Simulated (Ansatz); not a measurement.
# BaTi2Cu2, from a guessed structure to a relaxed one

This structure for BaTi2Cu2 is made up. Its elements were placed in a known structure type with a cell scaled to their sizes. What cell does the guess relax to, and how far off was it?

Method: DFT, PBEsol, plane-wave PAW, files of the set soft_1, scalar-relativistic, ferromagnetic start, cell and ions relaxed at zero pressure; PAW set soft_1, in Ansatz 0.2.0.

### 1. The starting structure

Symmetry: I4/mmm, No. 139, tetragonal system. The conventional cell has a = 4.119 Å, b = 4.119 Å, c = 11.335 Å, α = 90.00°, β = 90.00°, γ = 90.00°. Nearest to Ba lie 8 Ti at 3.36 Å and 8 Cu at 3.50 Å. Cu has 4 Ti at 2.36 Å and 4 Cu at 2.91 Å and 4 Ba at 3.50 Å nearest. Ti has 4 Cu at 2.36 Å and 1 Ti at 3.35 Å and 4 Ba at 3.36 Å nearest. Farther neighbours are not listed.

As a file:

```cif
data_structure
_symmetry_space_group_name_H-M 'P 1'
_symmetry_Int_Tables_number 1
_cell_length_a 6.3721
_cell_length_b 6.3721
_cell_length_c 6.3721
_cell_angle_alpha 142.286
_cell_angle_beta 142.286
_cell_angle_gamma 54.398
_cell_volume 96.16
loop_
_atom_site_label
_atom_site_type_symbol
_atom_site_fract_x
_atom_site_fract_y
_atom_site_fract_z
_atom_site_occupancy
Ba1 Ba 0.00000 0.00000 0.00000 1
Cu2 Cu 0.25000 0.75000 0.50000 1
Cu3 Cu 0.75000 0.25000 0.50000 1
Ti4 Ti 0.35220 0.35220 0.00000 1
Ti5 Ti 0.64780 0.64780 0.00000 1
```

### 2. Relaxation of the guess

The guessed cell has no reason to be at equilibrium. It is relaxed with the atoms, within the space group of the guess.

input.yaml reads:

```yaml
crystal:
  lattice:
    - [-2.0595, 2.0595, 5.6675]
    - [2.0595, -2.0595, 5.6675]
    - [2.0595, 2.0595, -5.6675]
  atoms:
    - { symbol: Ba, position: [0.0, 0.0, 0.0] }
    - { symbol: Cu, position: [0.25, 0.75, 0.5], spin: 0.6 }
    - { symbol: Cu, position: [0.75, 0.25, 0.5], spin: 0.6 }
    - { symbol: Ti, position: [0.3522, 0.3522, 0.0], spin: 1.0 }
    - { symbol: Ti, position: [0.6478, 0.6478, 0.0], spin: 1.0 }
magnetization:
  spin_polarized: true
kpoints:
  mp_grid: { grid: [9, 9, 9] }
scf:
  occupations: { method: fermi_dirac, width: 0.05 }
hamiltonian:
  xc: pbesol
  pseudopotentials: { kind: paw, azcp: { folder: soft_1 }, xc_functional: pbe }
relax:
  f_tol: 0.015
  max_steps: 70
  cell: {}
output:
  forces: true
  stress: true
```

Launch:

```bash
ansatz run input.yaml --threads 4 --pin off --max-ram 8192MiB --backend cpu --events-out ev --progress --plain --runs-dir out
```

Numbers of over 12 decimals in the logs are rounded to 6 here.

The program printed:

```text
basis.fft_grid_basis auto: the FFT boxes are laid along the combinations [[1, 0, 1], [0, 1, 1], [0, 0, 1]] of the cell's own vectors, 4.119, 4.119 and 6.372 Å long. The dense box has 30×30×45 points. Along the cell's own vectors, as sized, it would have 45×45×45, 2.25 times as many. Of the 16 symmetry operations that the crystal satisfies within crystal.symmetry.tolerance (time reversal apart; of a slab, those that k [...]
Engine: ansatz 0.2.0, aarch64-unknown-linux-gnu
Pseudopotentials: kind: paw
Pseudopotential: Ba, paw, valence charge 10, recommended cutoff 420 eV (normal), soft_1/Ba.paw.azcp
Pseudopotential: Cu, paw, valence charge 19, recommended cutoff 420 eV (normal), soft_1/Cu.paw.azcp
Pseudopotential: Ti, paw, valence charge 12, recommended cutoff 420 eV (normal), soft_1/Ti.paw.azcp
Functional definition: PBEsol
  exchange = pbesol_x
  correlation = pbesol_c
Crystal: 5 atoms, lattice volume = 96.156 Å³
Basis set: ecut = 420 eV, 1895 PW (Γ), FFT grids on a1+a3, a2+a3, a3, exchange–correlation on 60×60×90 points (8 copies of the dense FFT grid, shifted against one another)
Bands: 46, of which v1, the nominal top of the filled ones, is band 36 counted from 1 (35 counted from 0)
Symmetry: 16 space group operations
Space group: I4/mmm (ITA 139), of the structure as read, at distance tolerance 4.6e-5 Å
Magnetic group: BNS 139.531 (UNI 1191), of the structure as read, at distance tolerance 4.6e-5 Å
k-points: 75 of 729
Non-local potential: Ba, projectors of the file, l = 0: 3, l = 1: 2, l = 2: 2, l = 3: 2
Non-local potential: Cu, projectors of the file, l = 0: 3, l = 1: 2, l = 2: 3, l = 3: 1
Non-local potential: Ti, projectors of the file, l = 0: 3, l = 1: 2, l = 2: 3, l = 3: 1
PAW form: soft (Blöchl's): semilocal exchange-correlation on the pseudo side does not see the compensation charge
PAW frozen core: Ba, regenerated for the run's functional, and the local potential with it (the file was generated under x = pbe(κ = 0.804, μ = 0.219515), c = pbe(β = 0.066725))
PAW frozen core: Cu, regenerated for the run's functional, and the local potential with it (the file was generated under x = pbe(κ = 0.804, μ = 0.219515), c = pbe(β = 0.066725))
PAW frozen core: Ti, regenerated for the run's functional, and the local potential with it (the file was generated under x = pbe(κ = 0.804, μ = 0.219515), c = pbe(β = 0.066725))
PAW one-centre angular grid: Ba, 194 points (default); XC on 64 Gauss nodes
PAW one-centre angular grid: Cu, 590 points (default); XC on 64 Gauss nodes
PAW one-centre angular grid: Ti, 590 points (default); XC on 64 Gauss nodes
Initial density: superposition of atomic densities (chi_scale 0.1, normalization cell, long waves kept (reshape's long-wave potential 0.00 eV rms))
Starting moments: Σ|m| = 3.2 μB on 4 of 5 sites
Initial wavefunctions: pseudopotential atomic-orbital guess
Functional: x = pbesol(κ = 0.804, μ = 0.123457), c = pbesol(β = 0.046)
SCF iter   1: F=—  HF=-24001.895870 eV  |F-HF|=—  |Δ(HF+E_count)|=         —  Δρ=3.20e-1 (↑3.20e-1 ↓2.72e-1)  dr2=2.86e2  dr2_m=9.29e-1  M=0.580 μB ∫|m|=1.675 μB  β_m=0.30  ethr=3.10e-3  ⟨swp⟩=8.5  Hψ=28688  notcnv=0
Mixer restart at iter 1: flushing history
preconditioner: auto → Kerker (q_TF=auto, 2.600 Å⁻¹)  [metal: Δε(μ)=0.011 eV  Ē_g=6.272 eV  σ=0.050 eV  W_gap=0.05  n_scr=32 (ndim 8)  ℏωp=23.3 eV  f_vac=0.000  D(μ)=3.76/eV (n_scr^D=32)]
spin=Collinear: Kerker preconditioning applied to the charge; magnetization (m = ρ↑ − ρ↓) channel mixes plain (no charge-response kernel on spin).
SCF iter   2: F=—  HF=-23997.198547 eV  |F-HF|=—  |Δ(HF+E_count)|=    4.70e0  Δρ=1.33e-1 (↑1.33e-1 ↓1.23e-1)  dr2=3.35e1  dr2_m=1.52e-1  M=1.649 μB ∫|m|=1.680 μB  β_m=0.26  ethr=3.10e-3  ⟨swp⟩=4.0  Hψ=19301  notcnv=0  defer=212
SCF iter   3: F=—  HF=-23986.176431 eV  |F-HF|=—  |Δ(HF+E_count)|=    1.10e1  Δρ=4.67e-2 (↑4.67e-2 ↓3.73e-2)  dr2=3.94e0  dr2_m=1.25e-1  M=1.371 μB ∫|m|=1.474 μB  β_m=0.37  ethr=3.10e-3  ⟨swp⟩=4.0  Hψ=19179  notcnv=0  defer=256
SCF iter   4: F=—  HF=-23985.176998 eV  |F-HF|=—  |Δ(HF+E_count)|=   9.99e-1  Δρ=2.46e-2 (↑2.46e-2 ↓2.14e-2)  dr2=2.22e0  dr2_m=6.73e-2  M=0.991 μB ∫|m|=1.158 μB  β_m=0.52  ethr=3.10e-3  ⟨swp⟩=3.0  Hψ=15565  notcnv=0  defer=261
SCF iter   5: F=—  HF=-23985.285296 eV  |F-HF|=—  |Δ(HF+E_count)|=   1.08e-1  Δρ=1.25e-2 (↑1.25e-2 ↓9.95e-3)  dr2=1.53e-1  dr2_m=2.44e-2  M=0.814 μB ∫|m|=0.884 μB  β_m=0.76  ethr=3.08e-3  ⟨swp⟩=2.1  Hψ=11553  notcnv=0  defer=259
SCF iter   6: F=—  HF=-23985.527978 eV  |F-HF|=—  |Δ(HF+E_count)|=         —  Δρ=1.46e-2 (↑1.46e-2 ↓1.11e-2)  dr2=3.52e-1  dr2_m=4.18e-2  M=0.278 μB ∫|m|=0.309 μB  β_m=0.76  ethr=2.12e-4  ⟨swp⟩=2.8  Hψ=11676  notcnv=0  defer=234
Mixer restart at iter 6: flushing history
SCF iter   7: F=—  HF=-23985.609568 eV  |F-HF|=—  |Δ(HF+E_count)|=   8.16e-2  Δρ=1.71e-2 (↑1.54e-2 ↓1.71e-2)  dr2=5.71e-1  dr2_m=9.67e-3  M=0.135 μB ∫|m|=0.158 μB  β_m=0.60  ethr=2.12e-4  ⟨swp⟩=3.0  Hψ=14771  notcnv=0  defer=227
SCF iter   8: F=—  HF=-23985.507282 eV  |F-HF|=—  |Δ(HF+E_count)|=   1.02e-1  Δρ=6.64e-3 (↑6.64e-3 ↓5.38e-3)  dr2=9.63e-2  dr2_m=4.48e-3  M=0.128 μB ∫|m|=0.140 μB  β_m=0.57  ethr=2.12e-4  ⟨swp⟩=2.3  Hψ=14335  notcnv=0  defer=225
SCF iter   9: F=—  HF=-23985.496856 eV  |F-HF|=—  |Δ(HF+E_count)|=   1.04e-2  Δρ=3.06e-3 (↑3.06e-3 ↓2.33e-3)  dr2=1.89e-2  dr2_m=1.57e-3  M=0.080 μB ∫|m|=0.088 μB  β_m=0.78  ethr=1.34e-4  ⟨swp⟩=1.8  Hψ=7800  notcnv=0  defer=219
SCF iter  10: F=—  HF=-23985.494652 eV  |F-HF|=—  |Δ(HF+E_count)|=   2.20e-3  Δρ=8.28e-4 (↑8.28e-4 ↓7.17e-4)  dr2=1.02e-3  dr2_m=2.53e-4  M=0.036 μB ∫|m|=0.040 μB  β_m=0.77  ethr=2.62e-5  ⟨swp⟩=2.1  Hψ=8352  notcnv=0  defer=220
SCF iter  11: F=—  HF=-23985.494609 eV  |F-HF|=—  |Δ(HF+E_count)|=   4.33e-5  Δρ=2.87e-4 (↑2.87e-4 ↓1.75e-4)  dr2=7.72e-5  dr2_m=1.91e-5  M=0.012 μB ∫|m|=0.013 μB  β_m=0.81  ethr=1.41e-6  ⟨swp⟩=2.0  Hψ=8669  notcnv=0  defer=222
SCF iter  12: F=—  HF=-23985.494635 eV  |F-HF|=—  |Δ(HF+E_count)|=   2.61e-5  Δρ=5.08e-5 (↑5.00e-5 ↓5.08e-5)  dr2=1.04e-6  dr2_m=1.88e-6  M=0.006 μB ∫|m|=0.006 μB  β_m=0.90  ethr=1.07e-7  ⟨swp⟩=2.0  Hψ=8530  notcnv=0  defer=222
SCF iter  13: F=—  HF=-23985.494641 eV  |F-HF|=—  |Δ(HF+E_count)|=   5.43e-6  Δρ=1.74e-5 (↑1.74e-5 ↓1.45e-5)  dr2=3.04e-7  dr2_m=1.57e-7  M=0.002 μB ∫|m|=0.002 μB  β_m=0.95  ethr=1.44e-9  ⟨swp⟩=2.2  Hψ=11063  notcnv=0  defer=222
SCF iter  14: F=—  HF=-23985.494641 eV  |F-HF|=—  |Δ(HF+E_count)|=   5.80e-7  Δρ=5.61e-6 (↑4.16e-6 ↓5.61e-6)  dr2=4.01e-8  dr2_m=1.28e-8  M=0.000 μB ∫|m|=0.000 μB  β_m=0.98  ethr=4.22e-10  ⟨swp⟩=2.0  Hψ=11156  notcnv=0  defer=222
[...]
relax step   6: F+E_penalty+E_count = -23985.81301693 eV  Δ(F+E_penalty+E_count) = -7.362e-3 eV  max|allowed force component| = 6.811e-2 eV/Å  Δτ_max = 0.0104 Å  P = -0.476 GPa  Ω = 106.857 Å³  energy of the carried Pulay correction = -3.087e-3 eV  (12 SCF iters, dr2 threshold 5.00e-7 eV, accepted)
relax step   7: F+E_penalty+E_count = -23985.81531639 eV  Δ(F+E_penalty+E_count) = -2.299e-3 eV  max|allowed force component| = 8.368e-3 eV/Å  Δτ_max = 0.0123 Å  P = -0.060 GPa  Ω = 106.197 Å³  energy of the carried Pulay correction = -2.906e-3 eV  (9 SCF iters, dr2 threshold 5.00e-7 eV, accepted)
relax step   8: F+E_penalty+E_count = -23985.81540099 eV  Δ(F+E_penalty+E_count) = -8.459e-5 eV  max|allowed force component| = 7.931e-3 eV/Å  Δτ_max = 0.0010 Å  P = -0.010 GPa  Ω = 106.150 Å³  energy of the carried Pulay correction = -2.893e-3 eV  (8 SCF iters, dr2 threshold 1.76e-8 eV, accepted)
relax step   9: F+E_penalty+E_count = -23985.82764871 eV  Δ(F+E_penalty+E_count) = -1.225e-2 eV  max|allowed force component| = 1.133e-2 eV/Å  Δτ_max = 0.0000 Å  P = +0.210 GPa  Ω = 106.150 Å³  stress off target by 3.14e-1 GPa  SCF on the basis re-selected at this cell (its energy is not comparable with the rows above)  (12 SCF iters)
relax step  10: F+E_penalty+E_count = -23985.82962736 eV  Δ(F+E_penalty+E_count) = -1.979e-3 eV  max|allowed force component| = 1.093e-3 eV/Å  Δτ_max = 0.0072 Å  P = +0.060 GPa  Ω = 106.350 Å³  energy of the carried Pulay correction = -6.771e-5 eV  (9 SCF iters, dr2 threshold 2.46e-7 eV, accepted)
relax step  11: F+E_penalty+E_count = -23985.82975316 eV  Δ(F+E_penalty+E_count) = -1.258e-4 eV  max|allowed force component| = 4.140e-3 eV/Å  Δτ_max = 0.0002 Å  P = +0.005 GPa  Ω = 106.357 Å³  energy of the carried Pulay correction = -7.935e-5 eV  (9 SCF iters, dr2 threshold 2.05e-8 eV, accepted)
iter 1 solved again at ethr=4.52e-7 eV; its pass at ethr=3.10e-3 eV (dr2=3.25e-4 eV) is discarded
SCF iter   1: F=—  HF=-23985.829768 eV  |F-HF|=—  |Δ(HF+E_count)|=         —  Δρ=2.60e-4 (↑2.60e-4 ↓2.60e-4)  dr2=5.99e-6  dr2_m=4.38e-11  M=0.000 μB ∫|m|=0.000 μB  β_m=0.65  ethr=4.52e-7  ⟨swp⟩=3.0  Hψ=41533  notcnv=0
preconditioner: auto → Kerker (q_TF=auto, 2.254 Å⁻¹)  [metal: Δε(μ)=0.006 eV  Ē_g=5.881 eV  σ=0.050 eV  W_gap=0.03  n_scr=14 (ndim 8)  ℏωp=22.2 eV  f_vac=0.000  D(μ)=5.60/eV (n_scr^D=44)]
spin=Collinear: Kerker preconditioning applied to the charge; magnetization (m = ρ↑ − ρ↓) channel mixes plain (no charge-response kernel on spin).
SCF iter   2: F=—  HF=-23985.829817 eV  |F-HF|=—  |Δ(HF+E_count)|=   4.83e-5  Δρ=9.30e-5 (↑9.30e-5 ↓9.30e-5)  dr2=8.00e-7  dr2_m=2.31e-11  M=0.000 μB ∫|m|=0.000 μB  β_m=0.65  ethr=8.32e-9  ⟨swp⟩=1.5  Hψ=7408  notcnv=0
SCF iter   3: F=—  HF=-23985.829822 eV  |F-HF|=—  |Δ(HF+E_count)|=   5.67e-6  Δρ=1.10e-5 (↑1.10e-5 ↓1.10e-5)  dr2=3.07e-7  dr2_m=7.76e-12  M=0.000 μB ∫|m|=0.000 μB  β_m=0.44  ethr=1.11e-9  ⟨swp⟩=2.0  Hψ=8430  notcnv=0
SCF iter   4: F=—  HF=-23985.829822 eV  |F-HF|=—  |Δ(HF+E_count)|=   5.17e-8  Δρ=5.85e-7 (↑5.58e-7 ↓5.85e-7)  dr2=1.45e-9  dr2_m=7.82e-12  M=0.000 μB ∫|m|=0.000 μB  β_m=0.52  ethr=4.26e-10  ⟨swp⟩=2.0  Hψ=8578  notcnv=0
SCF iter   5: F=—  HF=-23985.829827 eV  |F-HF|=—  |Δ(HF+E_count)|=   4.85e-6  Δρ=4.02e-7 (↑3.79e-7 ↓4.02e-7)  dr2=4.80e-10  dr2_m=3.93e-12  M=0.000 μB ∫|m|=0.000 μB  β_m=0.76  ethr=2.02e-12  ⟨swp⟩=2.0  Hψ=11858  notcnv=0
SCF iter   6: F=—  HF=-23985.829827 eV  |F-HF|=—  |Δ(HF+E_count)|=  1.56e-10  Δρ=1.33e-7 (↑1.33e-7 ↓1.22e-7)  dr2=6.72e-11  dr2_m=4.56e-13  M=0.000 μB ∫|m|=0.000 μB  β_m=0.82  ethr=1.00e-12  ⟨swp⟩=2.0  Hψ=9390  notcnv=0
SCF iter   7: F=—  HF=-23985.829827 eV  |F-HF|=—  |Δ(HF+E_count)|=  3.64e-12  Δρ=4.36e-8 (↑4.36e-8 ↓3.65e-8)  dr2=1.15e-11  dr2_m=3.39e-13  M=0.000 μB ∫|m|=0.000 μB  β_m=0.86  ethr=1.00e-12  ⟨swp⟩=1.0  Hψ=6900  notcnv=0
SCF iter   8: F=-23985.829827 eV  HF=-23985.829827 eV  |F-HF|=1.82e-11  |Δ(HF+E_count)|=  1.09e-11  Δρ=4.53e-8 (↑4.53e-8 ↓4.53e-8)  dr2=9.31e-12  dr2_m=7.21e-14  M=0.000 μB ∫|m|=0.000 μB  ethr=1.00e-12  ⟨swp⟩=2.0  Hψ=16983  notcnv=0
the starting moments were not kept: the SCF closed with an absolute magnetisation of 1.6e-6 μB, where they sum to 3.2 μB in size (4 sites). That is at most 0.1 of that sum. Measured as dr2_m measures the in/out step, that magnetisation stands 3.2e-13 eV from none, at or under the dr2_threshold of 5.0e-11 eV: it is no larger than a step whose dr2_m would equal this threshold.
SCF 12 converged in 8 iterations: F = -23985.829827 eV  dr2 = 9.31e-12
relax step  12: F+E_penalty+E_count = -23985.82982704 eV  Δ(F+E_penalty+E_count) = -7.388e-5 eV  max|allowed force component| = 4.191e-3 eV/Å  Δτ_max = 0.0000 Å  P = +0.005 GPa  Ω = 106.357 Å³  stress off target by 1.66e-2 GPa  SCF on the basis re-selected at this cell (its energy is not comparable with the rows above)  (8 SCF iters)
basis re-selected at this cell: Δ(F+E_penalty+E_count) = -7.388e-5 eV, ΔP = -0.001 GPa vs the last step (what re-selecting the basis moved, of the pressure what is left beyond the Pulay correction that the steps carried, after the strain that the cell walked since its last selection, with what the two solves' SCF thresholds leave and, on support functions, any second-order correction that the steps lacked; it is no m [...]
SCF converged after 8 iterations
Magnetization: 0.0000 μB (36.0000 up, 36.0000 down)
Absolute magnetization: 0.0000 μB (∫|ρ↑−ρ↓|, with the PAW one-centre terms)
Spin contamination: 0.0000 ħ² per cell (⟨S²⟩ above its minimum at these occupations)
Per-site moments (μB) at R_I (Å): [(1.7208415566559676e-8, 1.408156), (-1.5025682598575668e-8, 1.029011), (-1.5025682751635504e-8, 1.029011), (3.909883054914475e-7, 1.029011), (3.909883055960562e-7, 1.029011)]
Free energy (F): -23985.829827 eV
Harris-Foulkes:  -23985.829827 eV  (|F-HF|=1.82e-11)
Internal energy: -23985.781621 eV  (E = F + TS)
E sigma→0 (E₀):  -23985.805724 eV
Entropy (-TS):   -0.048206 eV (-9.641 meV/atom)
Fermi energy:    11.228040 eV
--- Per-component energies (eV) ---
  E_band       = -1337.369779
  E_kinetic    = 1250.525724
  E_local      = -14982.168881  (includes V_loc(G=0)·N_el)
  E_nonlocal   = 1995.879519
  E_hartree    = 6432.235125
  E_xc         = -562.793864
  E_vxc        = -594.117908  (∫ρ·V_xc dr)
  E_paw        = -10702.632318  (= ΣΔE_a)
  E_vpaw       = -1871.960632  (= ΣTr[D̂ρ^β])
  E_aug_tail   = 0.001793  (compensation charges beyond the density's cutoff)
  E_ewald      = -7417.671331
  E_core_change = 0.842612  (= ΣΔE_core)
  E_smearing   = -0.048206  (= −TS)
  E_closure    = -0.000000  (closes the sum)
  Σ components = -23985.829827   (vs F -23985.829827, Δ=0.00e0)
--- Forces (eV/Å), atoms counted from 1 ---
  atom   1  Ba    -0.00000000     0.00000000    -0.00000000
  atom   2  Cu     0.00000000    -0.00000000     0.00000000
  atom   3  Cu     0.00000000    -0.00000000     0.00000000
  atom   4  Ti     0.00000000     0.00000000    -0.00419128
  atom   5  Ti     0.00000000    -0.00000000     0.00419128
  max |Σ_I F_I| component: 9.54e-18 eV/Å
--- Stress (GPa, compression-positive) ---
       -0.001528       0.000000       0.000000
        0.000000      -0.001528       0.000000
        0.000000       0.000000       0.016578
  P = ⅓ Tr σ = 0.0045 GPa (0.045 kbar)
--- Relaxed structure (10 steps of the walk, 10 accepted, 2 SCFs on fresh bases) ---
  F+E_penalty+E_count = -23985.82982704 eV   max|allowed force component| = 4.191e-3 eV/Å   (the final SCF, on the basis selected at the relaxed cell)
  cell:  # Å, volume = 106.3568 Å³
    - [-2.292673, 2.292673, 5.058492]
    - [2.292673, -2.292673, 5.058492]
    - [2.292673, 2.292673, -5.058492]
  atoms:
    - { symbol: Ba, position: [0, 0, 0] }
    - { symbol: Cu, position: [0.250000, 0.75, 0.5] }
    - { symbol: Cu, position: [0.75, 0.250000, 0.5] }
    - { symbol: Ti, position: [0.347176, 0.347176, 0] }
    - { symbol: Ti, position: [0.652824, 0.652824, 0] }
```

Elapsed: 2.2 min, on 4 threads of Arm Neoverse V2, shared host; peak memory 0.86 GiB; 8.6 min of CPU time.

The steps of the relaxation:

```
step  energy less that of the first step (eV)  largest force component (eV/Å)  pressure (GPa)  volume (Å³)
   1                                   0.0000                          1.0388            7.47        96.16
   2                                  -0.2115                          0.4149            2.70       101.01
   3                                  -0.2798                          0.0146            0.61       103.36
   4                                  -0.2977                          0.1066           -0.45       105.96
   5                                  -0.3110                          0.0651           -1.19       108.32
   6                                  -0.3184                          0.0681           -0.48       106.86
   7                                  -0.3207                          0.0084           -0.06       106.20
   8                                  -0.3208                          0.0079           -0.01       106.15
  9*                                  -0.3330                          0.0113            0.21       106.15
  10                                  -0.3350                          0.0011            0.06       106.35
  11                                  -0.3351                          0.0041            0.01       106.36
 12*                                  -0.3352                          0.0042            0.00       106.36
```

Relaxation steps marked * repeat the geometry before them on a plane-wave basis chosen anew for their cell, so energy and pressure can jump there.

The run keeps the 16 symmetry operations that it works with, so distortions that break them were not tested.

```
conventional cell, symmetrised  before   after   change
                         a (Å)   4.119   4.585  +11.3 %
                         b (Å)   4.119   4.585  +11.3 %
                         c (Å)  11.335  10.117  -10.7 %
              volume (Å³/atom)   19.23   21.27  +10.6 %
```

The atoms that moved most (Å, as changes of fractional coordinates times the final cell):

```
atom     dx     dy      dz  length
 Ti4  0.000  0.000  -0.051   0.051
 Ti5  0.000  0.000   0.051   0.051
```

The relaxed structure:

```xyz
5
Lattice="-2.2927 2.2927 5.0585 2.2927 -2.2927 5.0585 2.2927 2.2927 -5.0585" Properties=species:S:1:pos:R:3 pbc="T T T"
Ba    0.0000    0.0000    0.0000
Cu    2.2927    0.0000    2.5292
Cu    0.0000    2.2927    2.5292
Ti    0.0000    0.0000    3.5124
Ti    0.0000    0.0000    6.6046
```

Numbers from this step:

```
free energy             : -23985.8298 eV
energy at zero smearing : -23985.8057 eV
smearing term TS        : 0.04821 eV
Fermi energy            : 11.23 eV
electrons               : 72
symmetry operations     : 16
pressure                : 0.004507 GPa
```

The shortest distance of each pair, which need not be the same contact before and after:

```
 pair  guess (Å)  relaxed (Å)
Cu–Ti      2.363        2.495
Ti–Ti      3.351        3.092
Cu–Cu      2.913        3.242
Ba–Cu      3.503        3.414
Ba–Ti      3.360        3.512
```

The relaxation ends with a largest force component of 0.0042 eV/Å and a pressure of 0.00 GPa. No moment survives the cycle: this start ends non-magnetic.

### 3. Summary of results

- space group, relaxed: I4/mmm
- conventional cell: a = 4.585, b = 4.585, c = 10.117 Å; α = 90.0°, β = 90.0°, γ = 90.0°
- volume per atom: 21.27 Å³ (guess 19.23)
- total moment: 0.00 μB in the cell of 5 atoms

In words: BaTi2Cu2 relaxes to I4/mmm with a = 4.585, b = 4.585 and c = 10.117 Å. The guessed volume was 10 % too small. The space group I4/mmm was held in the relaxation, so the end point is a stationary structure within it and may be a saddle against distortions or other arrangements. The moments died out from this one start and weren't seeded again at the relaxed cell. Mesh and cutoff weren't tested. Spin-orbit coupling is left out, which can matter for elements this heavy. No dispersion term is used, so weakly bound directions may come out too long. Nothing here tests whether the compound is stable against decomposition.

[Logs are printed without paths, hosts, clocks, repeated set-up lines and the standing remarks that a program may print on its own settings, such as how far it seeks lower states.]

[Hosts, paths, dates, database ids (printed as entryN), source tags and the programs' standing remarks are cut or masked in the printed files.]
